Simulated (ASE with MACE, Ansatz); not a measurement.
# Boundary energy of Σ13 (320)[001] symmetric tilt boundary in Ta (88 atoms)

What is the boundary energy of this cell, counted against the bulk crystal, and how far does it hang on functional and mesh?

Calculated with Ansatz 0.2.0: Kohn-Sham DFT, PBE, PAW (set soft_2), plane waves; cutoff 420 eV, fermi-dirac smearing of 0.1 eV. Cutoffs: 420 eV for PBE and PBEsol; 500 eV for r2SCAN.

**The cells**

The cell holds 88 atoms: 88 Ta. Its edges and angles: a = 11.970 Å, b = 6.640 Å, c = 20.978 Å, α = 90.0°, β = 90.0°, γ = 90.0°. It derives from Ta. The starting structure: Two grains of Ta, one the mirror image of the other in the boundary plane, two boundaries a cell; of 6 trial joints (lateral shifts, openings, close atoms taken out) the lowest after a short relaxation with the MACE-MP-0b2 potential was kept (shift [0.5, 0.5] of the surface cell, opening 1.01 Å, one of each pair under 2.02 Å removed), then its atoms and the cell's length along the normal were relaxed with that potential. Lattice constants are starting values near those of PBE.

The bulk reference is Ta2 in a cell of 2 atoms, 18.297 Å³ an atom.

The input of the single point on the relaxed cell:

```yaml
crystal:
  lattice:
    - [11.97043, 0.0, 0.0]
    - [0.0, 6.64, 0.0]
    - [0.0, 0.0, 20.97802]
  atoms:
    - { symbol: Ta, position: [0.36103, 1.0, 0.00946] }
    - { symbol: Ta, position: [0.56174, 0.25, 0.0081] }
    - { symbol: Ta, position: [0.76015, 0.0, 0.03577] }
    - { symbol: Ta, position: [0.9615, 0.25, 0.06077] }
    [... 82 atom lines left out ...]
    - { symbol: Ta, position: [0.74595, 0.75, 0.5081] }
    - { symbol: Ta, position: [0.94667, 1.0, 0.50946] }
kpoints:
  mp_grid: { grid: [3, 5, 2] }
hamiltonian:
  xc: pbe
scf:
  occupations: { method: fermi_dirac, width: 0.1 }
output:
  forces: true
  stress: true
  populations: true
  dos:
    method: { smearing: { sigma: 0.08 } }
    de: 0.1
    projected:
      site_lists:
        Ta: [Ta]
        lower_grain: [... 44 sites ...]
        upper_grain: [... 44 sites ...]
  eigenvalues: true
  write_density: true
  write_potential: true
  volumetric_format: npy
```

```
                                            cell  formula                    k-mesh  relaxation steps  gain on relaxing (eV)  free energy, PBE (eV)  time of its runs on this page
Sigma13 (320)[001] symmetric tilt boundary in Ta     Ta88  3×5×2 (relaxed on 2×4×1)                 4                   0.55            -874025.158                           62 s
                                         bulk Ta      Ta2                  17×17×17                 -                      -             -19864.546                          9.7 s
```

**Boundary energy**

The excess is the cell's free energy less 44 times that of the bulk cell. It is divided by twice the area, as the cell holds two boundaries, so the value is their mean, and they need not be alike (79.48 Å²), with 1 eV/Å² = 16.022 J/m².

| level | k-mesh | excess (eV) | boundary energy (J/m²) | per area (meV/Å²) |
| --- | --- | --- | --- | --- |
| PBE | 3×5×2 | 14.846 | 1.496 | 93.4 |
| PBE, denser mesh | 4×7×2 | 14.876 | 1.499 | 93.6 |
| r2SCAN | 3×5×2 | 16.120 | 1.625 | 101.4 |
| PBEsol | 3×5×2 | 16.415 | 1.654 | 103.3 |

Worked for the first row at PBE: (-874025.158) − 44 × (-19864.546) = 14.846 eV (from unrounded energies).

Then 14.846 / (2 × 79.48) × 16.022 = 1.496 J/m².

**Findings**

At PBE the boundary energy is 1.50 J/m². At the same geometries the levels give 1.50 (PBE) to 1.65 J/m² (PBEsol) and the denser mesh leaves it within 0.01 J/m². Relaxing the atoms lowered it by 0.055 J/m² from the start (on the 2×4×1 mesh of the relaxation), and the farthest atom moved 0.14 Å.

Limits: The cell edges were held, so the lattice is the typed one for every functional, and the length along the normal is the one that the machine-learned potential gave. Cell and bulk are sampled on unlike meshes, and the error grows with the number of atoms subtracted. These are free energies under a smearing of 0.1 eV, whose entropy term isn't removed. The joint was picked among a few trials by a machine-learned potential, and a lower one may exist. Spin–orbit coupling is left out, which matters for the levels of the heavy elements. In some runs the program notes that positions were snapped to a detected symmetry.

[Logs are printed without paths, hosts, clocks, repeated set-up lines and the standing remarks that a program may print on its own settings, such as how far it seeks lower states.]

[Hosts, paths, dates, database ids (printed as entryN), source tags and the programs' standing remarks are cut or masked in the printed files.]
